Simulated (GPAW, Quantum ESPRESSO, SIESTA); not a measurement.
# Out-of-plane response of hcp Ti under biaxial strain, QE, PBE

Calculated with Quantum ESPRESSO 7.5: PBE; plane waves, GBRV 1.5 ultrasoft, 45/270 Ry; k-mesh 12×12×7. The first two cell vectors are strained alike from typed lattice constants; the third vector's length and the atoms are relaxed.

```
in-plane strain (%)  100 ln(c/c at zero strain)
                 -4                       3.559
                 -3                       2.602
                 -2                           ?
                 -1                        0.86
                  0                           0
                 +1                      -0.701
                 +2                      -1.533
                 +3                       -2.35
                 +4                      -3.189
```

Task: Fit a second-order form in the logarithmic strain to the rows given and interpolate to the withheld row.

Worked fit:

With u = ln[(1 + ε)/(1 + ε0)], counted from the row at ε0 = +0 % where y0 = 0, a second-order form y = y0 + a u + b u² makes v = (y − y0)/u a line in u.

```
         u         v
-0.0408220  -87.1834
-0.0304592  -85.4257
-0.0100503  -85.5693
0.00995033  -70.4499
 0.0198026  -77.4140
 0.0295588  -79.5025
 0.0392207  -81.3091
```

With n = 7: mean u = 0.00245728, mean v = -80.9791, Σ(u − ū)² = 0.0055561, Σ(u − ū)(v − v̄) = 0.64092. Slope b = 0.64092 / 0.0055561 = 115.35; intercept a = v̄ − b ū = -81.263.

At the withheld row u = -0.02020, v = a + b u = -83.59, and y = y0 + u v.

Prediction at -2: 1.689. The run gave 1.711, so the fit is low by 0.022 (1.3 % of the value).

The first-order term says that the third edge changes by -0.81 % for each per cent of in-plane stretch at ε0. The second-order term makes up 2.8 % of v at the withheld row. Among the rows given, the largest miss of the fit is at +4, by 0.18 (2.7 % of the range of the table).

Limits: The nuclei are static. The DFT runs use Fermi–Dirac occupations of width 0.1 eV, and energies are free energies. The rows don't follow a smooth parabola (r.m.s. departure 0.6 % of their range), so v is no line in u and the first-order term is poorly fixed; a kink, the k-mesh or scatter of the relaxations can each do this.

[Logs are printed without paths, hosts, clocks, repeated set-up lines and the standing remarks that a program may print on its own settings, such as how far it seeks lower states.]

[Hosts, paths, dates, database ids (printed as entryN), source tags and the programs' standing remarks are cut or masked in the printed files.]
